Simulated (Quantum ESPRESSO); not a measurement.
# Collinear magnetic orders of Fe3Ge with Quantum ESPRESSO, part 2 of 2

Aim: find out which collinear order of Fe3Ge costs least.

Quantum ESPRESSO 7.5; PBEsol; plane waves with GBRV 1.5 PBEsol potentials, no spin-orbit coupling.

So far, absolute magnetization (μB): step 2 (run 1, typed as ferro ++++++) 14.0.

## 3. Run 2, typed as antiferro ++−+−−

pw.in reads:

```
&CONTROL
  calculation = 'scf'
  prefix = 'pwscf'
  outdir = './tmp'
  pseudo_dir = './pseudo'
  disk_io = 'nowf'
/
&SYSTEM
  ibrav = 0
  celldm(1) = 8
  nat = 8
  ntyp = 3
  ecutwfc = 40
  ecutrho = 280
  nbnd = 77
  occupations = 'smearing'
  smearing = 'fd'
  degauss = 0.0110248
  nspin = 2
  starting_magnetization(1) = 0.175
  starting_magnetization(2) = -0.175
  starting_magnetization(3) = 0
/
&ELECTRONS
  conv_thr = 1.6d-08
  electron_maxstep = 150
  mixing_beta = 0.3
/
ATOMIC_SPECIES
Fe1    55.8450 fe_pbesol_v1.5.uspp.F.UPF
Fe2    55.8450 fe_pbesol_v1.5.uspp.F.UPF
Ge     72.6300 ge_pbesol_v1.4.uspp.F.UPF
CELL_PARAMETERS alat
   1.2209992922738    0.0000000000000    0.0000000000000
  -0.6104996461369    1.0574164051210    0.0000000000000
   0.0000000000000    0.0000000000000    0.9973029622713
ATOMIC_POSITIONS crystal
Fe1     0.8390000000    0.6780000000    0.2500000000
Fe1     0.1610000000    0.8390000000    0.7500000000
Fe2     0.3220000000    0.1610000000    0.2500000000
Fe1     0.1610000000    0.3220000000    0.7500000000
Fe2     0.8390000000    0.1610000000    0.2500000000
Fe2     0.6780000000    0.8390000000    0.7500000000
Ge      0.3333333333    0.6666666667    0.2500000000
Ge      0.6666666667    0.3333333333    0.7500000000
K_POINTS automatic
8 8 10 0 0 0
```

The run is started by

```console
OMP_NUM_THREADS=1 mpirun -n 4 pw.x -nk 4 -in pw.in > pw.out
```

The log of the run:

```text
[banner, memory and clock lines left out]
Program PWSCF v.7.5 starts

     Message from routine setup:
     using ibrav=0 with symmetry is DISCOURAGED, use correct ibrav instead

     bravais-lattice index     =            0
     lattice parameter (alat)  =       8.0000  a.u.
     unit-cell volume          =     659.2627 (a.u.)^3
     number of atoms/cell      =            8
     number of atomic types    =            3
     number of electrons       =       124.00
     number of Kohn-Sham states=           77
     kinetic-energy cutoff     =      40.0000  Ry
     charge density cutoff     =     280.0000  Ry
     scf convergence threshold =      1.6E-08
     mixing beta               =       0.3000
     number of iterations used =            8  plain     mixing
     Exchange-correlation= SLA  PW   PSX  PSC
                           (   1   4  10   8   0   0   0)

     celldm(1)=   8.000000  celldm(2)=   0.000000  celldm(3)=   0.000000
     celldm(4)=   0.000000  celldm(5)=   0.000000  celldm(6)=   0.000000

     crystal axes: (cart. coord. in units of alat)
               a(1) = (   1.220999   0.000000   0.000000 )
               a(2) = (  -0.610500   1.057416   0.000000 )
               a(3) = (   0.000000   0.000000   0.997303 )

     reciprocal axes: (cart. coord. in units 2 pi/alat)
               b(1) = (  0.819001  0.472851 -0.000000 )
               b(2) = (  0.000000  0.945701  0.000000 )
               b(3) = (  0.000000 -0.000000  1.002704 )

     PseudoPot. # 1 for Fe read from file:
     fe_pbesol_v1.5.uspp.F.UPF
     Pseudo is Ultrasoft + core correction, Zval = 16.0

     PseudoPot. # 2 for Fe read from file:
     fe_pbesol_v1.5.uspp.F.UPF
     Pseudo is Ultrasoft + core correction, Zval = 16.0

     PseudoPot. # 3 for Ge read from file:
     ge_pbesol_v1.4.uspp.F.UPF
     Pseudo is Ultrasoft + core correction, Zval = 14.0

     atomic species   valence    mass     pseudopotential
     Fe1              16.00    55.84500     Fe( 1.00)
     Fe2              16.00    55.84500     Fe( 1.00)
     Ge               14.00    72.63000     Ge( 1.00)

     Starting magnetic structure
     atomic species   magnetization
     Fe1             0.175
     Fe2            -0.175
     Ge              0.000

      2 Sym. Ops. (no inversion) found ( 1 have fractional translation)

   Cartesian axes

     site n.     atom                  positions (alat units)
         1        Fe1    tau(   1) = (   0.6104996   0.7169283   0.2493257  )
         2        Fe1    tau(   2) = (  -0.3156283   0.8871724   0.7479772  )
         3        Fe2    tau(   3) = (   0.2948713   0.1702440   0.2493257  )
         4        Fe1    tau(   4) = (   0.0000000   0.3404881   0.7479772  )
         5        Fe2    tau(   5) = (   0.9261280   0.1702440   0.2493257  )
         6        Fe2    tau(   6) = (   0.3156283   0.8871724   0.7479772  )
         7        Ge     tau(   7) = (  -0.0000000   0.7049443   0.2493257  )
         8        Ge     tau(   8) = (   0.6104996   0.3524721   0.7479772  )

     number of k points=   204  Fermi-Dirac smearing, width (Ry)=  0.0110

     Number of k-points >= 100: set verbosity='high' to print them.

     Dense  grid:    51997 G-vectors     FFT dimensions: (  54,  54,  48)

     Smooth grid:    22545 G-vectors     FFT dimensions: (  40,  40,  36)

     Check: negative core charge=   -0.000048
     Generating pointlists ...
     new r_m :   0.2433 (alat units)  1.9462 (a.u.) for type    1
     new r_m :   0.2433 (alat units)  1.9462 (a.u.) for type    2
     new r_m :   0.2519 (alat units)  2.0150 (a.u.) for type    3

     Initial potential from superposition of free atoms

     starting charge     117.9984, renormalised to     124.0000
     Starting wfcs are   96 randomized atomic wfcs

     Self-consistent Calculation

     iteration #  1     ecut=    40.00 Ry     beta= 0.30
     Davidson diagonalization with overlap
     ethr =  1.00E-02,  avg # of iterations =  2.0

     total energy              =   -1926.69477661 Ry
     estimated scf accuracy    <       7.23640602 Ry

     total magnetization       =     0.00 Bohr mag/cell
     absolute magnetization    =    12.30 Bohr mag/cell

     iteration #  2     ecut=    40.00 Ry     beta= 0.30
     Davidson diagonalization with overlap
     ethr =  5.84E-03,  avg # of iterations =  2.0

     total energy              =   -1926.94676382 Ry
     estimated scf accuracy    <       2.20363774 Ry

     total magnetization       =    -0.00 Bohr mag/cell
     absolute magnetization    =    12.65 Bohr mag/cell

     [... further iterations left out ...]

     iteration # 28     ecut=    40.00 Ry     beta= 0.30
     Davidson diagonalization with overlap
     ethr =  8.42E-11,  avg # of iterations =  1.6

     total energy              =   -1927.56852198 Ry
     estimated scf accuracy    <       0.00000002 Ry

     total magnetization       =    -0.00 Bohr mag/cell
     absolute magnetization    =    11.80 Bohr mag/cell

     iteration # 29     ecut=    40.00 Ry     beta= 0.30
     Davidson diagonalization with overlap
     ethr =  1.92E-11,  avg # of iterations =  1.9

     Magnetic moment per site  (integrated on atomic sphere of radius R)
     atom   1 (R=0.243)  charge= 14.4813  magn=  1.8617
     atom   2 (R=0.243)  charge= 14.4803  magn=  1.8905
     atom   3 (R=0.243)  charge= 14.4754  magn= -1.8691
     atom   4 (R=0.243)  charge= 14.4755  magn=  1.8690
     atom   5 (R=0.243)  charge= 14.4803  magn= -1.8905
     atom   6 (R=0.243)  charge= 14.4812  magn= -1.8617
     atom   7 (R=0.252)  charge= 12.1860  magn=  0.0010
     atom   8 (R=0.252)  charge= 12.1860  magn= -0.0010

     End of self-consistent calculation

     Number of k-points >= 100: set verbosity='high' to print the bands.

     the Fermi energy is    17.3210 ev

!    total energy              =   -1927.56852198 Ry
     estimated scf accuracy    <       0.00000002 Ry
     smearing contrib. (-TS)   =      -0.06212833 Ry
     internal energy E=F+TS    =   -1927.50639365 Ry

     The total energy is F=E-TS. E is the sum of the following terms:
     one-electron contribution =    -903.97500715 Ry
     hartree contribution      =     540.14031779 Ry
     xc contribution           =    -288.94379516 Ry
     ewald contribution        =   -1274.72790912 Ry

     total magnetization       =    -0.00 Bohr mag/cell
     absolute magnetization    =    11.80 Bohr mag/cell

     convergence has been achieved in  29 iterations
```

The job ended after 17 min (4 MPI ranks of Intel Xeon at 2.70GHz, shared host; peak memory 1.9 GiB).

Spin moment in the atom's sphere by atom:

```csv
atom,spin moment in the atom's sphere (μB)
Fe1,1.86
Fe2,1.89
Fe3,-1.87
Fe4,1.87
Fe5,-1.89
Fe6,-1.86
Ge7,0.00
Ge8,0.00
```

Read from the output:

- smearing term TS: 0.8453 eV
- magnetization: 0 μB
- absolute magnetization: 11.80 μB
- final state: antiferromagnetic

## 4. Run 3 (antiferro +−+−+−)

Edit pw.in of step 3 so:

```diff
@@ -38,6 +38,6 @@
 Fe1     0.8390000000    0.6780000000    0.2500000000
-Fe1     0.1610000000    0.8390000000    0.7500000000
-Fe2     0.3220000000    0.1610000000    0.2500000000
-Fe1     0.1610000000    0.3220000000    0.7500000000
-Fe2     0.8390000000    0.1610000000    0.2500000000
+Fe2     0.1610000000    0.8390000000    0.7500000000
+Fe1     0.3220000000    0.1610000000    0.2500000000
+Fe2     0.1610000000    0.3220000000    0.7500000000
+Fe1     0.8390000000    0.1610000000    0.2500000000
 Fe2     0.6780000000    0.8390000000    0.7500000000
```

The log of the run:

```text
     [... lines left out ...]
Program PWSCF v.7.5 starts
     [... lines left out ...]
     number of atoms/cell      =            8
     [... lines left out ...]
     number of electrons       =       124.00
     number of Kohn-Sham states=           77
     kinetic-energy cutoff     =      40.0000  Ry
     charge density cutoff     =     280.0000  Ry
     scf convergence threshold =      1.6E-08
     [... lines left out ...]
     12 Sym. Ops. (no inversion) found ( 6 have fractional translation)
     [... lines left out ...]
     number of k points=    60  Fermi-Dirac smearing, width (Ry)=  0.0110
     [... lines left out ...]
     iteration # 15     ecut=    40.00 Ry     beta= 0.30
     [... lines left out ...]
     Magnetic moment per site  (integrated on atomic sphere of radius R)
     atom   1 (R=0.243)  charge= 14.4765  magn=  1.9840
     atom   2 (R=0.243)  charge= 14.4766  magn= -1.9839
     atom   3 (R=0.243)  charge= 14.4765  magn=  1.9840
     atom   4 (R=0.243)  charge= 14.4766  magn= -1.9839
     atom   5 (R=0.243)  charge= 14.4765  magn=  1.9840
     atom   6 (R=0.243)  charge= 14.4766  magn= -1.9839
     atom   7 (R=0.252)  charge= 12.1901  magn= -0.0082
     atom   8 (R=0.252)  charge= 12.1901  magn=  0.0082
     [... lines left out ...]
     the Fermi energy is    17.3764 ev
!    total energy              =   -1927.58659799 Ry
     estimated scf accuracy    <          8.5E-09 Ry
     smearing contrib. (-TS)   =      -0.05397909 Ry
     [... lines left out ...]
     total magnetization       =     0.00 Bohr mag/cell
     absolute magnetization    =    12.46 Bohr mag/cell
     convergence has been achieved in  15 iterations
```

Elapsed: 3.2 min, on 4 MPI ranks; peak memory 0.93 GiB.

Spin moment in the atom's sphere by atom:

```csv
atom,spin moment in the atom's sphere (μB)
Fe1,1.98
Fe2,-1.98
Fe3,1.98
Fe4,-1.98
Fe5,1.98
Fe6,-1.98
Ge7,-0.01
Ge8,0.01
```

Numbers from this step:

| Property | Result |
| --- | --- |
| smearing term TS | 0.7344 eV |
| magnetization | 0 μB |
| absolute magnetization | 12.46 μB |
| final state | antiferromagnetic |

## 5. Ranking

An order is kept where moments of 0.15 μB or more survive with the typed signs; meshes match where a doubled cell samples the same k points as the first cell.

Orders:

```csv
start,final state,typed order kept,energy over the lowest (meV a seeded atom),largest site moment (μB),net moment (μB a cell of the first run),mesh matched,CPU time (s)
ferro ++++++,ferromagnetic,yes,0,2.221,13.05,yes,671.1
antiferro ++-+--,antiferromagnetic,yes,164.2,1.89,0,yes,4148
antiferro +-+-+-,antiferromagnetic,yes,123.2,1.984,0,yes,762.3
```

## 6. Energy mapping

E = −Σ J e·e over ordered pairs of unit vectors, so each pair counts twice. As many shells are taken as there are differences of energy, so the couplings are solved for and no residual tests the model; further shells are folded in, and shells whose pairs keep their relative signs in all orders cancel and are not probed. Couplings from the energies:

```csv
pair,distance (Å),neighbours an atom,J (meV)
Fe-Fe,2.497,2,30.77
Fe-Fe,2.556,4,15.4
```

## 7. What came out

- lowest state found: ferromagnetic (from ferro ++++++)
- largest site moment: 2.22 μB
- next state with moments: antiferromagnetic, 123 meV a seeded atom higher
- J of the weightiest shell (Fe-Fe, 2.56 Å; E = −Σ J e·e, ordered pairs): 15.4 meV

What this shows: The smearing terms TS of the orders run from 80 to 141 meV a seeded atom, so the differences would change at a smaller width: an order with a larger TS is lowered more by the smearing. The largest moment changes by 15 % between the kept orders, so a model of rigid spins is rough here. Only these 3 starts were compared; other wavevectors, canted and longer-period orders were not. Energies are free energies at an electronic temperature of 1740 K, which lowers moments and differences where the moments are itinerant.

[Logs and program files are shortened in this print: banners, set-up blocks, solver, clock and traceback lines can be left out without a mark of their own.]

[Logs are printed without paths, hosts, clocks, repeated set-up lines and the standing remarks that a program may print on its own settings, such as how far it seeks lower states.]

[Hosts, paths, dates, database ids (printed as entryN), source tags and the programs' standing remarks are cut or masked in the printed files.]

[Where a cell is said to come from a database of computed structures, the database is the Materials Project.]
